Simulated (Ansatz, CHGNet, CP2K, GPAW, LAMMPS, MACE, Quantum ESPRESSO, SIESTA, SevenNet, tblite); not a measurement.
## Glassy 74TiO2-26ZrO2 (mol %) (105 atoms) in other programs, against a plane-wave reference

Aim: run glassy 74TiO2-26ZrO2 (mol %) (105 atoms) in several programs and set results and cost side by side. A plane-wave run serves as the reference.

Method: Kohn-Sham DFT, PBE, PAW, plane waves, in Ansatz 0.2.0.

## Step 1: The structure

The cell holds 105 atoms: 26 Ti, 9 Zr and 70 O. Its edges and angles: a = 11.023 Å, b = 11.023 Å, c = 11.023 Å, α = 90.0°, β = 90.0°, γ = 90.0°. 105 atoms (26 Ti, 9 Zr, 70 O) placed at random at 3.98 g/cm³, melted at 4000 K for 10 ps at fixed volume with the Morse and Coulomb pair potential with partial charges (Pedone, Malavasi, Menziani, Cormack and Segre, J. Phys. Chem. B 110, 11780 (2006)). Quenched from 4000 K to 300 K at 50 K/ps and fixed volume, held 10 ps at zero pressure, then minimised at fixed cell.

## Step 2: Plane-wave reference

The PAW files are the set soft_2.

The input, input.yaml:

```yaml
crystal:
  lattice:
    - [11.0226, 0.0, 0.0]
    - [0.0, 11.0226, 0.0]
    - [0.0, 0.0, 11.0226]
  atoms:
    - { symbol: Ti, position: [0.55463, 0.72416, 0.32784] }
    - { symbol: Ti, position: [0.34755, 0.99842, 0.08531] }
    - { symbol: Ti, position: [0.24083, 0.24401, 0.07078] }
    - { symbol: Ti, position: [0.9874, 0.73515, 0.39729] }
    [... 95 atom lines left out ...]
    - { symbol: O, position: [0.27928, 0.94153, 0.2262] }
    - { symbol: O, position: [0.92576, 0.88121, 0.32864] }
    - { symbol: O, position: [0.8588, 0.19885, 0.35084] }
    - { symbol: O, position: [0.62652, 0.56877, 0.25181] }
    - { symbol: O, position: [0.22374, 0.69508, 0.02564] }
    - { symbol: O, position: [0.48654, 0.91459, 0.09144] }
kpoints:
  mp_grid: { grid: [1, 1, 1] }
hamiltonian:
  xc: pbe
scf:
  occupations: { method: fermi_dirac, width: 0.05 }
output:
  forces: true
  eigenvalues: true
  populations: true
  stress: true
```

Command:

```sh
ansatz run input.yaml --threads 4 --pin off --max-ram 8192MiB --backend cpu --events-out ev --progress --plain --runs-dir out
```

Numbers of over 12 decimals in the logs are rounded to 6 here.

Output:

```text
[...]
Pseudopotentials: kind: paw
Pseudopotential: Ti, paw, valence charge 12, recommended cutoff 420 eV (normal), Ti.paw.azcp
Pseudopotential: Zr, paw, valence charge 12, recommended cutoff 420 eV (normal), Zr.paw.azcp
Pseudopotential: O, paw, valence charge 6, recommended cutoff 420 eV (normal), O.paw.azcp
[...]
Crystal: 105 atoms, lattice volume = 1339.221 Å³
Basis set: ecut = 420 eV, 26145 PW (Γ), exchange–correlation on 150×150×150 points (8 copies of the dense FFT grid, shifted against one another)
Bands: 525, of which v1, the nominal top of the filled ones, is band 420 counted from 1 (419 counted from 0)
Symmetry: 1 space group operations
Space group: P1 (ITA 1), of the structure as read, at distance tolerance 1.1e-4 Å
k-points: 1
[...]
Initial density: superposition of atomic densities (neutral atoms: chi_scale 0, normalization atom), corrected by the library's trained network
Initial wavefunctions: pseudopotential atomic-orbital guess
[...]
SCF iter   1: F=—  HF=-142506.852853 eV  |F-HF|=—  |Δ(HF+E_count)|=         —  Δρ=4.70e-3  dr2=2.85e-1  ethr=1.77e-3  ⟨swp⟩=4.0  Hψ=1947  notcnv=0  defer=26
preconditioner: auto → Resta (q_TF=auto, 2.524 Å⁻¹)  ε∞=5.7  [insulator: Δε(μ)=2.519 eV  Ē_g=11.538 eV  σ=0.050 eV  W_gap=1.00  n_scr=364 (ndim 8)  ℏωp=25.1 eV  f_vac=0.096  D(μ)=0.00/eV (n_scr^D=0)  ε∞_Penn≈5.7]
[...]
SCF iter  11: F=—  HF=-142506.823642 eV  |F-HF|=—  |Δ(HF+E_count)|=   2.46e-7  Δρ=2.91e-6  dr2=1.29e-7  ethr=1.35e-10  ⟨swp⟩=2.0  Hψ=772  notcnv=0  defer=86
SCF iter  12: F=-142506.823642 eV  HF=-142506.823642 eV  |F-HF|=1.37e-8  |Δ(HF+E_count)|=   1.10e-7  Δρ=1.85e-6  dr2=5.17e-8  ethr=1.19e-11  ⟨swp⟩=10.0  Hψ=1983  notcnv=0
SCF 1 converged in 12 iterations: F = -142506.823642 eV  dr2 = 5.17e-8
[...]
SCF converged after 12 iterations
Free energy (F): -142506.823642 eV
Harris-Foulkes:  -142506.823642 eV  (|F-HF|=1.37e-8)
Internal energy: -142506.823642 eV  (E = F + TS)
E sigma→0 (E₀):  -142506.823642 eV
Fermi energy:    8.105407 eV
--- Per-component energies (eV) ---
[...]
Σ components = -142506.823642   (vs F -142506.823642, Δ=0.00e0)
--- Forces (eV/Å), atoms counted from 1 ---
  atom   1  Ti    -0.95760714    -0.02067232    -0.30799717
  atom   2  Ti    -0.73264173     0.21813699     0.62531649
  atom   3  Ti    -0.17321250    -1.46362453     0.94613712
  atom   4  Ti     0.19031622    -0.01076237    -0.00805394
[...]
atom 105  O      0.23761051     0.20140449     0.26749559
  max |Σ_I F_I| component: 6.03e-5 eV/Å
--- Stress (GPa, compression-positive) ---
        2.488476       0.537170      -0.926454
        0.537170      -0.057803       0.804705
       -0.926454       0.804705       0.925794
  P = ⅓ Tr σ = 1.1188 GPa (11.188 kbar)
--- Band table (eV) ---
  k-point 0: bands = ["-49.8271", "-49.8196", "-49.7882", "-49.7066", [... 509 levels ...], "11.8667", "11.8863", "11.9252", "11.9537", "11.9756", "11.9873", "12.0269", "12.0437", "12.0780", "12.1016", "12.1197", "12.1535"]
--- Löwdin populations: 105 sites ---
  site symbol       q [e]
     0     Ti     10.6470
     1     Ti     10.7104
     2     Ti     10.6891
[...]
104      O      6.5727
  spilling = 0.003635 (of n_electrons = 840.000000)
```

It took 47 s on 4 threads of Arm Neoverse V1, shared host; peak memory 2.3 GiB; 3 min of CPU time.

Read from the output:

- free energy: -142506.8236 eV
- free energy per atom: -1357.2078 eV/atom
- SCF cycles: 12
- pressure: 1.119 GPa
- r.m.s. force component: 0.5982 eV/Å
- longest force: 2.524 eV/Å
- Fermi energy: 8.105 eV
- gap (highest filled to lowest empty level): 2.452 eV
- spilling of the projection: 0.003635

Neighbours are counted within 2.64 Å (O-Ti), 2.82 Å (O-Zr).

Length of the force by element and coordination:

```csv
element,coordination,atoms,mean length of the force (eV/Å),spread,least,most
O,all,70,0.852,0.484,0.0754,2.52
O,2,22,0.807,0.441,0.176,1.76
O,3,48,0.872,0.501,0.0754,2.52
Ti,all,26,0.967,0.381,0.191,1.84
Ti,4,5,0.871,0.465,0.413,1.75
Ti,5,14,1.08,0.218,0.689,1.53
Ti,6,7,0.806,0.481,0.191,1.84
Zr,all,9,1.32,0.442,0.804,2.03
Zr,6,7,1.26,0.404,0.804,1.86
Zr,7,2,1.52,0.505,1.02,2.03
```

Löwdin charges by element and coordination (they lack the spilled electrons, 0.029 e an atom on average):

```
element  coordination  atoms  mean charge (e)  spread   least    most
      O           all     70           -0.644  0.0427  -0.720  -0.540
      O             2     22           -0.607  0.0451  -0.696  -0.540
      O             3     48           -0.661  0.0285  -0.720  -0.607
     Ti           all     26             1.34  0.0329    1.25    1.39
     Ti             4      5             1.30  0.0274    1.25    1.33
     Ti             5     14             1.35  0.0316    1.28    1.39
     Ti             6      7             1.35  0.0174    1.33    1.38
     Zr           all      9             1.48  0.0252    1.44    1.52
     Zr             6      7             1.48  0.0243    1.44    1.52
     Zr             7      2             1.46  0.0236    1.44    1.49
```

The levels nearest the highest filled one (over half full), pooled over k-points and spins:

| level less the highest filled one (eV) | occupation |
| --- | --- |
| -0.225 | 2 |
| -0.176 | 2 |
| -0.159 | 2 |
| -0.0627 | 2 |
| -0.0395 | 2 |
| 0 | 2 |
| 2.45 | 0 |
| 2.55 | 0 |
| 2.58 | 0 |
| 2.63 | 0 |
| 2.69 | 0 |
| 2.71 | 0 |

## Step 3: Local order

Density 3.95 g/cm³, 12.75 Å³ an atom.

g(r), total and by pair (bins of 0.2 Å):

```
r (Å)  total   O-O  O-Ti  O-Zr  Ti-Ti  Ti-Zr  Zr-Zr
 1.70   0.53  0.00  1.59  0.00   0.00   0.00   0.00
 1.90   2.29  0.00  6.96  0.00   0.00   0.00   0.00
 2.10   1.45  0.00  1.41  8.62   0.00   0.00   0.00
 2.30   0.26  0.00  0.28  1.48   0.00   0.00   0.00
 2.50   0.46  0.89  0.19  0.00   0.00   0.00   0.00
 2.70   1.27  2.67  0.21  0.12   0.00   0.00   0.00
 2.90   1.39  2.90  0.13  0.11   0.73   0.00   0.00
 3.10   0.89  1.59  0.30  0.35   0.52   0.23   0.00
 3.30   0.93  1.01  0.65  0.38   1.76   2.30   3.50
 3.50   0.91  0.48  0.86  0.40   3.62   2.77   3.18
 3.70   1.11  0.67  1.29  0.98   1.89   3.64   1.90
 3.90   0.84  0.53  1.03  1.12   1.04   1.35   2.63
 4.10   1.03  0.74  1.46  1.36   0.56   0.54   0.81
 4.30   0.90  0.65  1.40  0.95   0.68   0.12   0.00
 4.50   1.20  0.86  1.75  1.53   0.54   0.67   0.00
 4.70   1.02  0.90  1.04  1.68   0.93   0.51   0.57
 4.90   1.05  1.21  0.78  1.58   0.86   0.38   1.08
 5.10   1.06  1.34  0.75  1.10   0.91   0.61   0.52
 5.30   1.02  1.23  0.88  0.54   0.85   1.55   0.46
```

Bonds by pair of elements; cutoffs follow the first minimum of g(r), held within bounds set by covalent radii, and pairs that aren't listed don't count as bonded:

```csv
pair A-B,cutoff (Å),bonds,mean length (Å),spread (Å),shortest (Å),B about A,A about B
O-Ti,2.64,132,1.94,0.169,1.73,1.89,5.08
O-Zr,2.82,56,2.16,0.1,2.04,0.8,6.22
```

How many atoms have how many bonded neighbours:

```csv
element,mean,2,3,4,5,6,7
O,2.69,22,48,0,0,0,0
Ti,5.08,0,0,5,14,7,0
Zr,6.22,0,0,0,0,7,2
```

## Step 4: The other programs

The programs:
- CHGNet: machine-learned potential, published weights.
- CP2K 2026.2: Gaussian basis with GTH pseudopotentials and a plane-wave density; labels give functional, basis (MOLOPT sets; SR short-range, UZH the newer set with its own potentials), grid cutoff/relative cutoff and solver (OT: orbital transformation; TRS4, TC2, SIGN: linear-scaling purification with its sparsity filter), or its built-in tight binding.
- GPAW 26.7.0: PAW with atomic orbitals (LCAO), plane waves or a real-space grid of spacing h.
- MACE: machine-learned potential, published weights.
- Quantum ESPRESSO 7.5: plane waves; labels (QE) give functional, pseudopotential set and cutoffs of waves/density.
- SIESTA 5.4.2: numerical atomic orbitals, whose automatically made sets are far from complete, with PseudoDojo norm-conserving potentials that we converted to its format (checked against plane waves on the same files for H, C, O, Si, Ge and Ca alone); labels give functional, basis size, energy shift and mesh cutoff.
- SevenNet: machine-learned potential, published weights.
- tblite 0.8.0: extended tight binding, driven from Python.

All use the same cell and atoms; the electronic-structure runs use the same k-mesh, and an electronic temperature of 580 K (0.05 eV) where levels are smeared.

Differences are against the plane-wave reference, forces as r.m.s. over components; share is that over the reference's r.m.s. force, slope the least-squares factor from reference forces to these. Total energies of different programs have different zeros and aren't compared.

```
                                                          run  Δ force, r.m.s. (meV/Å)  share (%)  slope  Δ pressure (GPa)  Δ gap (eV)  cores  CPU time  memory (GiB)
                                                    reference                        -          -      -                 -           -      4     3 min           2.3
                                       CHGNet 0.3.0 potential                      145       24.2  0.883              1.31           -      1       8 s           1.5
CP2K PBE, DZVP-MOLOPT-SR, 280/50 Ry, diagonalisation (coarse)                     97.7       16.3  1.040             0.246     -0.0775      4    12 min           4.4
         CP2K PBE, DZVP-MOLOPT-SR, 800/50 Ry, diagonalisation                     34.5       5.77  1.034             0.121     -0.0781      2    15 min           6.1
                                 GPAW PBE, LCAO dzp, h 0.18 Å                      139       23.2  1.086                 -     -0.0985      2    18 min           3.0
                        GPAW PBE, LCAO dzp, h 0.25 Å (coarse)                      523       87.5  1.086                 -     -0.0966      1    10 min           1.3
                    GPAW PBE, LCAO sz(dzp), h 0.18 Å (coarse)                      218       36.4  1.097                 -      -0.311      1   4.5 min           1.9
                                      GPAW PBE, grid h 0.18 Å                     68.9       11.5  1.045                 -      0.0077      4    42 min           4.9
                              GPAW revPBE, LCAO dzp, h 0.18 Å                      169       28.3  1.104                 -     -0.0829      2    13 min           3.0
                                 MACE MP-0b3 medium potential                      133       22.3  0.879              1.57           -      1      15 s           1.2
                     QE PBE, sssp-1.3.0-efficiency, 60/480 Ry                     5.93      0.991  0.998            -0.499     -0.0061      2    42 min           4.4
                  SIESTA PBE, DZP, shift 0.01 Ry, mesh 500 Ry                     73.8       12.3  1.036             0.371      -0.191      4   8.7 min           2.7
         SIESTA PBE, SZP, shift 0.01 Ry, mesh 500 Ry (coarse)                      102       17.0  1.060             0.367      -0.271      2   6.4 min           2.1
                                         SevenNet 0 potential                      124       20.7  0.909              1.48           -      1      15 s           1.0
                                              tblite GFN1-xTB                      731        122  0.123             -12.6           -      1      11 s          0.14
```

Rows marked coarse were listed beforehand as settings not expected to be converged; some can still land near the reference.

Times of the machine-learned potentials are mostly Python's start and the loading of weights.

CPU time is summed over cores on a shared host, where runs went side by side, so it is rough. Symmetry, cutoffs, thresholds, outputs and thread counts weren't matched or tuned between programs; memory under MPI is the largest rank's times the ranks.

Mean charges by element (e), by run and scheme:

| run | scheme | Ti | Zr | O |
| --- | --- | --- | --- | --- |
| reference | Löwdin | +1.34 | +1.48 | -0.64 |
| CP2K PBE, DZVP-MOLOPT-SR, 800/50 Ry, diagonalisation | Mulliken | +1.08 | +1.24 | -0.56 |
| CP2K PBE, DZVP-MOLOPT-SR, 800/50 Ry, diagonalisation | Hirshfeld | +0.59 | +0.70 | -0.31 |
| SIESTA PBE, DZP, shift 0.01 Ry, mesh 500 Ry | Hirshfeld | +0.50 | +0.60 | -0.26 |
| tblite GFN1-xTB | Mulliken | +0.89 | +1.10 | -0.47 |

The reference's Löwdin charges lack the electrons that the projection spills, 0.029 e an atom on average.

Within one program, basis, potentials and functional, energies share a zero. Each run against its twin at the usual cutoff or grid and solver:

| run | twin | Δ energy (meV/atom) | Δ force, r.m.s. (meV/Å) | CPU time over the twin's |
| --- | --- | --- | --- | --- |
| CP2K PBE, DZVP-MOLOPT-SR, 280/50 Ry, diagonalisation | DZVP-MOLOPT-SR, 800/50 Ry, diagonalisation | -2.20 | 90.6 | 0.75 (this twin ran on 2 cores) |
| GPAW PBE, LCAO dzp, h 0.25 Å | LCAO dzp, h 0.18 Å | 403 | 505 | 0.59 (this twin ran on 2 cores) |

## Step 5: What came out

```yaml
reference_r_m_s_force_component: 0.598 eV/Å
nearest_in_forces: QE PBE, sssp-1.3.0-efficiency, 60/480 Ry, 0.99 %
farthest_in_forces: tblite GFN1-xTB, 122 %
cheapest_electronic_structure_run_beside_the_reference: tblite GFN1-xTB, 11 s of CPU time
```

PBE on plane waves or a grid with other potentials, cutoffs or grids, coarse settings apart, differs from the reference by 0.99 % (QE PBE, sssp-1.3.0-efficiency, 60/480 Ry) to 12 % (GPAW PBE, grid h 0.18 Å) of the r.m.s. force; this holds the reference's own error, so differences of a few per cent don't tell which side is nearer the exact PBE result (QE's 60 Ry are 816 eV, against the reference's 420 eV). GPAW PBE, grid h 0.18 Å stands apart from the other plane-wave or grid runs, so its own grid or potentials are the likelier cause. The PBE runs in local orbitals, coarse settings apart, differ by 5.8 % (CP2K PBE, DZVP-MOLOPT-SR, 800/50 Ry, diagonalisation) to 23 % (GPAW PBE, LCAO dzp, h 0.18 Å); basis, grid and potentials can all enter. Tight binding differs by 122 % (tblite GFN1-xTB); it is another model, with fitted parameters of its own, and the xTB methods hold dispersion. Machine-learned potentials differ by 21 % (SevenNet 0 potential) to 24 % (CHGNet 0.3.0 potential); they were trained on other programs' data. Rows with another functional or a dispersion term differ by 28 % (GPAW revPBE, LCAO dzp, h 0.18 Å), which mixes the change of model with differences of basis and potentials. Runs with settings chosen to be coarse differ by 16 % (CP2K PBE, DZVP-MOLOPT-SR, 280/50 Ry, diagonalisation) to 87 % (GPAW PBE, LCAO dzp, h 0.25 Å), their programs' other errors included. One electronic-structure run takes under half the reference's CPU time: tblite GFN1-xTB, at 122 % in 11 s against 3 min, too far off to be of use; its pressure misses by -12.6 GPa. At the same functional, gaps differ from the reference's 2.45 eV by between -0.31 and +0.01 eV. Charges hang on model, scheme and program or settings: among these rows the mean for Zr runs from +0.60 to +1.48 e. In the reference: filled and empty levels are parted by 2.45 eV (at Γ alone); a semilocal functional tends to put such gaps too low. In a disordered cell it changes from sample to sample, and tail or defect levels can set it. In the reference: mean Löwdin charges: O -0.64, Ti +1.34, Zr +1.48 e (they miss 0.36 % of the electrons, so they add up to more than the cell's charge). Periodic xTB results under one method name differ between programs and library versions. Machine-learned potentials mimic data converged in k, so the reference's own k-point error enters their differences. The quench rate of 50 K/ps is many orders above laboratory rates, so the cell is likely richer in defects and strain than a real sample. The network of bonds at the start is that of the classical potential that made the cell, and needn't be the one that DFT or experiment would give. The electronic-structure runs sample only Γ, in a cell whose shortest periodic width is 11 Å.

[Also dropped from logs without a mark: logging warnings of Python, and SIESTA's first energy breakdown and zero terms.]

[Logs are printed without paths, hosts, clocks, repeated set-up lines and the standing remarks that a program may print on its own settings, such as how far it seeks lower states.]

[Hosts, paths, dates, database ids (printed as entryN), source tags and the programs' standing remarks are cut or masked in the printed files.]
